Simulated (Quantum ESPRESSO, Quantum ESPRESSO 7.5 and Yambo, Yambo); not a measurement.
# Quasiparticle gap of PbS (Galena) in Yambo

Aim: the G0W0 gap of PbS (Galena) on PBE, step by step.

Main program and level: Quantum ESPRESSO 7.5 and Yambo 5.3.0; PBE and many-body steps on it, plane waves.

This is a report of a sequence of runs, with most program output left out.

The database entry behind the starting cell differs from later determinations by our own check (about 0.1 % short), so it need not match the best structure at ambient conditions.

## (1) The starting structure

The structure is cubic, space group Fm-3m (No. 225). The conventional cell has a = 5.931 Å, b = 5.931 Å, c = 5.931 Å, α = 90.00°, β = 90.00°, γ = 90.00°. Pb has 6 S at 2.97 Å nearest. Nearest to S lie 6 Pb at 2.97 Å. Farther neighbours and most contacts between anions are not listed.

The cell and positions come from the Crystallography Open Database and are kept as given unless a step says otherwise. Spin-orbit coupling is left out unless a step names it.

## (2) Ground state

This step: Quantum ESPRESSO 7.5; DFT, PBE, plane waves, norm-conserving pseudopotentials.

The ground-state density comes first.

pw.in reads:

```
&control
  calculation = 'scf'
  prefix = 'x'
  outdir = 'o'
  pseudo_dir = 'pseudo'
/
&system
  ibrav = 0
  nat = 2
  ntyp = 2
  ecutwfc = 76.0
  nbnd = 19
  force_symmorphic = .true.
/
&electrons
  conv_thr = 1e-10
  electron_maxstep = 80
  mixing_beta = 0.5
/
ATOMIC_SPECIES
  Pb 207.2 Pb.upf
  S 32.06 S.upf
CELL_PARAMETERS angstrom
  0.0000000000 2.9657500000 2.9657500000
  2.9657500000 -0.0000000000 2.9657500000
  2.9657500000 2.9657500000 0.0000000000
ATOMIC_POSITIONS crystal
  Pb 0.0000000000 0.0000000000 0.0000000000
  S 0.5000000000 0.5000000000 0.5000000000
K_POINTS automatic
  6 6 6 0 0 0
```

Run with:

```bash
OMP_NUM_THREADS=1 mpirun -n 4 pw.x -nk 4 -in pw.in > pw.out
```

Elapsed: 7.4 s, on 4 MPI ranks of Arm Neoverse V1, shared host; peak memory 0.27 GiB; 29 s of CPU time.

This step gave:

```
total energy               : -6010.0128 eV
gap                        : 0.3682 eV
k of the valence top       : 0, 0, -0.5
k of the conduction bottom : 0, 0, -0.5
least direct gap           : 0.3682 eV
```

The gap is direct, at (0.000, 0.000, -0.500).

## (3) Bands along the symmetry lines

The cheap functional maps the bands first; the places of the edges decide which points the dearer methods must see.

pw.in reads:

```
&control
  calculation = 'bands'
  prefix = 'x'
  outdir = 'o'
  pseudo_dir = 'pseudo'
/
&system
  ibrav = 0
  nat = 2
  ntyp = 2
  ecutwfc = 76.0
  nbnd = 20
  force_symmorphic = .true.
/
&electrons
  conv_thr = 1e-9
  electron_maxstep = 80
  diago_full_acc = .true.
  diago_thr_init = 5e-6
/
ATOMIC_SPECIES
  Pb 207.2 Pb.upf
  S 32.06 S.upf
CELL_PARAMETERS angstrom
  0.0000000000 2.9657500000 2.9657500000
  2.9657500000 -0.0000000000 2.9657500000
  2.9657500000 2.9657500000 0.0000000000
ATOMIC_POSITIONS crystal
  Pb 0.0000000000 0.0000000000 0.0000000000
  S 0.5000000000 0.5000000000 0.5000000000
K_POINTS crystal
  50
  0.00000000 0.00000000 0.00000000 1
  0.06250000 0.00000000 0.06250000 1
  0.12500000 0.00000000 0.12500000 1
  0.18750000 0.00000000 0.18750000 1
  0.25000000 0.00000000 0.25000000 1
  0.31250000 0.00000000 0.31250000 1
  0.37500000 0.00000000 0.37500000 1
  0.43750000 0.00000000 0.43750000 1
  0.50000000 0.00000000 0.50000000 1
  0.51562500 0.03125000 0.51562500 1
  0.53125000 0.06250000 0.53125000 1
  0.54687500 0.09375000 0.54687500 1
  0.56250000 0.12500000 0.56250000 1
  0.57812500 0.15625000 0.57812500 1
  0.59375000 0.18750000 0.59375000 1
  0.60937500 0.21875000 0.60937500 1
  0.62500000 0.25000000 0.62500000 1
  0.37500000 0.37500000 0.75000000 1
  0.32812500 0.32812500 0.65625000 1
  0.28125000 0.28125000 0.56250000 1
  0.23437500 0.23437500 0.46875000 1
  0.18750000 0.18750000 0.37500000 1
  0.14062500 0.14062500 0.28125000 1
  0.09375000 0.09375000 0.18750000 1
  0.04687500 0.04687500 0.09375000 1
  0.00000000 0.00000000 0.00000000 1
  0.06250000 0.06250000 0.06250000 1
  0.12500000 0.12500000 0.12500000 1
  0.18750000 0.18750000 0.18750000 1
  0.25000000 0.25000000 0.25000000 1
  0.31250000 0.31250000 0.31250000 1
  0.37500000 0.37500000 0.37500000 1
  0.43750000 0.43750000 0.43750000 1
  0.50000000 0.50000000 0.50000000 1
  0.50000000 0.46875000 0.53125000 1
  0.50000000 0.43750000 0.56250000 1
  0.50000000 0.40625000 0.59375000 1
  0.50000000 0.37500000 0.62500000 1
  0.50000000 0.34375000 0.65625000 1
  0.50000000 0.31250000 0.68750000 1
  0.50000000 0.28125000 0.71875000 1
  0.50000000 0.25000000 0.75000000 1
  0.50000000 0.21875000 0.71875000 1
  0.50000000 0.18750000 0.68750000 1
  0.50000000 0.15625000 0.65625000 1
  0.50000000 0.12500000 0.62500000 1
  0.50000000 0.09375000 0.59375000 1
  0.50000000 0.06250000 0.56250000 1
  0.50000000 0.03125000 0.53125000 1
  0.50000000 0.00000000 0.50000000 1
```

The job ended after 6.5 s (4 MPI ranks; peak memory 0.23 GiB; 26 s of CPU time).

This step gave:

| Property | Result |
| --- | --- |
| gap | 0.3682 eV |
| k of the valence top | 0.5, 0.5, 0.5 |
| k of the conduction bottom | 0.5, 0.5, 0.5 |
| least direct gap | 0.3682 eV |

The gap is 0.368 eV, as in the run before at this level.

The electronic bands at the labelled points (eV, zero at the top of the highest filled band):

```
    point  band 11  band 12  band 13  band 14  band 15  band 16  band 17  band 18
        Γ    -6.04    -2.17    -2.17    -2.17     5.22     5.22     5.22     6.71
  halfway    -7.23    -2.83    -2.83    -1.72     2.44     4.74     4.92     4.92
        X    -7.20    -5.19    -3.44    -3.44     3.86     5.58     5.69     5.69
  halfway    -7.47    -5.09    -3.31    -3.15     3.89     5.18     5.43     5.58
        U    -7.98    -4.77    -2.94    -2.48     3.33     4.13     5.05     6.22
jump to K    -7.98    -4.77    -2.94    -2.48     3.33     4.13     5.05     6.22
  halfway    -7.71    -3.10    -1.71    -0.59     1.48     2.51     4.14     7.58
        Γ    -6.04    -2.17    -2.17    -2.17     5.22     5.22     5.22     6.71
  halfway    -7.46    -2.01    -2.01    -1.17     2.36     3.22     3.22     6.86
        L    -8.85    -1.78    -1.78     0.00     0.37     1.96     1.96     8.67
  halfway    -8.48    -3.44    -3.01    -0.99     1.56     3.40     4.03     8.00
        W    -7.95    -4.42    -4.42    -1.03     2.19     4.66     4.66     8.16
  halfway    -7.62    -4.98    -3.76    -2.40     3.99     4.09     5.29     6.37
        X    -7.20    -5.19    -3.44    -3.44     3.86     5.58     5.69     5.69
```

## (4) Empty states on the mesh, 4×4×4 mesh, 132 bands

The sums over transitions need many empty states on a uniform mesh; this step solves for them.

pw.in reads:

```
&control
  calculation = 'nscf'
  prefix = 'x'
  outdir = 'o'
  pseudo_dir = 'pseudo'
/
&system
  ibrav = 0
  nat = 2
  ntyp = 2
  ecutwfc = 76.0
  nbnd = 132
  force_symmorphic = .true.
/
&electrons
  conv_thr = 1e-9
  electron_maxstep = 80
  diago_full_acc = .true.
  diago_thr_init = 5e-6
/
ATOMIC_SPECIES
  Pb 207.2 Pb.upf
  S 32.06 S.upf
CELL_PARAMETERS angstrom
  0.0000000000 2.9657500000 2.9657500000
  2.9657500000 -0.0000000000 2.9657500000
  2.9657500000 2.9657500000 0.0000000000
ATOMIC_POSITIONS crystal
  Pb 0.0000000000 0.0000000000 0.0000000000
  S 0.5000000000 0.5000000000 0.5000000000
K_POINTS automatic
  4 4 4 0 0 0
```

The job ended after 11 s (4 MPI ranks; peak memory 0.38 GiB).

Numbers from this step:

| Quantity | Value |
| --- | --- |
| gap | 0.3682 eV |
| k of the valence top | 0, 0, -0.5 |
| k of the conduction bottom | 0, 0, -0.5 |
| least direct gap | 0.3682 eV |
| k points computed | 8 |
| lowest point of the top converged band, above the valence top | 88.2138 eV |

On this mesh the gap is 0.368 eV.

## (5) Conversion and set-up

This step: Yambo 5.3.0; conversion and set-up on PBE, plane waves, norm-conserving pseudopotentials.

The states are converted to the many-body program's format and the q mesh is built.

Run with:

```bash
(cd o/x.save; p2y > p2y.log; mv SAVE ../..); yambo > setup.log
```

Run time: 2.7 s. Hardware: 1 MPI rank; peak memory 0.25 GiB.

## (6) Screening and self-energy, 4×4×4 mesh, 132 bands, screening to 163.3 eV

Now the one-shot GW correction: screening in the RPA, then the self-energy of the levels asked for.

This step: G0W0 on PBE, plane waves, norm-conserving pseudopotentials.

gw1.in reads:

```
HF_and_locXC
gw0
dyson
ppa
em1d
rim_cut
RandQpts= 1000000
RandGvec= 1 RL
EXXRLvcs= 76 Ry
VXCRLvcs= 304 Ry
Chimod= "HARTREE"
% BndsRnXp
 1 | 132 |
%
NGsBlkXp= 12 Ry
% LongDrXp
 1 | 1 | 1 |
%
% GbndRnge
 1 | 132 |
%
DysSolver= "n"
ExtendOut
PPAPntXp= 27.21138 eV
% QPkrange
 3 | 3 | 13 | 16 |
 1 | 1 | 13 | 16 |
%
```

Run with:

```bash
OMP_NUM_THREADS=1 mpirun -n 4 yambo -F gw1.in -J gw1 -C gw1 > gw1.log
```

Elapsed: 2.1 min, on 4 MPI ranks; peak memory 1.6 GiB; 8.3 min of CPU time.

Numbers from this step:

| Property | Result |
| --- | --- |
| G0W0 gap on the points computed | 0.5990 eV |
| starting gap on the mesh | 0.3682 eV |
| k of the valence top | 0, 0, -0.5 |
| k of the conduction bottom | 0, 0, -0.5 |
| least direct G0W0 gap on the computed points | 0.5990 eV |
| Z at the valence top | 0.7854 |
| Z at the conduction bottom | 0.8086 |

The gap on the mesh goes from 0.37 eV to 0.60 eV, a correction of +0.23 eV.

Limits: finite bands, cutoff and mesh; model gap, bands may invert with spin-orbit coupling; no spin-orbit coupling; coarse k mesh. v1 is the top filled band, c1 the lowest empty one. Levels before and after the correction, in eV, zero at the valence-band top of each column:

```
           conduction bottom  valence top
Kohn-Sham               0.37         0.00
     G0W0               0.60         0.00
```

```
                   level  energy (eV)
Kohn-Sham  (0 0 -0.5) v2       -1.781
Kohn-Sham  (0 0 -0.5) v1        0.000
Kohn-Sham  (0 0 -0.5) c1        0.368
Kohn-Sham  (0 0 -0.5) c2        1.964
     G0W0  (0 0 -0.5) v2       -2.018
     G0W0  (0 0 -0.5) v1        0.000
     G0W0  (0 0 -0.5) c1        0.599
     G0W0  (0 0 -0.5) c2        2.382
```

## (7) Where the time went

Times are wall times on the hardware named with each run, good to a factor of about two.

```
                          step     time  share  memory (GiB)
                  ground state    7.4 s    5 %          0.27
bands along the symmetry lines    6.5 s    4 %          0.23
      empty states on the mesh     11 s    7 %          0.38
         conversion and set-up    2.7 s    2 %          0.25
     screening and self-energy  2.1 min   82 %           1.6
```

## (8) Results

* PBE gap: 0.37 eV, direct
* G0W0 gap on the mesh: 0.60 eV
* GW settings: 4×4×4 mesh, 132 bands, screening to 163.3 eV, Godby-Needs plasmon pole
* known limits: not at the basis limit; model gap, bands may invert with spin-orbit coupling; no spin-orbit coupling; coarse k mesh

G0W0 moves the gap on the mesh from 0.37 eV to 0.60 eV (+0.23 eV), with Z of 0.79 and 0.81 at the edges. Only 2 of the mesh's irreducible points were corrected, so a valley elsewhere could overtake. The dearest step here is «screening and self-energy». Bands and cutoff are finite, so the gap is not at the basis limit. The miss can reach some tenths of an eV and take either sign; the mesh is an error of its own. In the G0W0 run levels were corrected at 2 k points alone, so a gap called «on the mesh» is the least over those, and an edge elsewhere would be missed. The 4×4×4 mesh is coarse for this cell, which bears on the long-range parts of exchange and screening. Where an edge is built on 6p states of lead, bismuth or thallium, scalar-relativistic gaps usually stand too wide, by a few tenths to over one eV. With atoms this heavy and so narrow a gap, spin-orbit coupling can invert the bands. These scalar-relativistic gaps are then model values, not to be set against experiment, and a spin-orbit change taken from DFT can't simply be added.

[Paths, hosts, dates, memory and timing lines, banners, echoed tables and standing remarks are left out of the program output.]

[Logs are printed without paths, hosts, clocks, repeated set-up lines and the standing remarks that a program may print on its own settings, such as how far it seeks lower states.]

[Runs of the session that timed out or met a known fault of the program may be left out.]

[Hosts, paths, dates, database ids (printed as entryN), source tags and the programs' standing remarks are cut or masked in the printed files.]
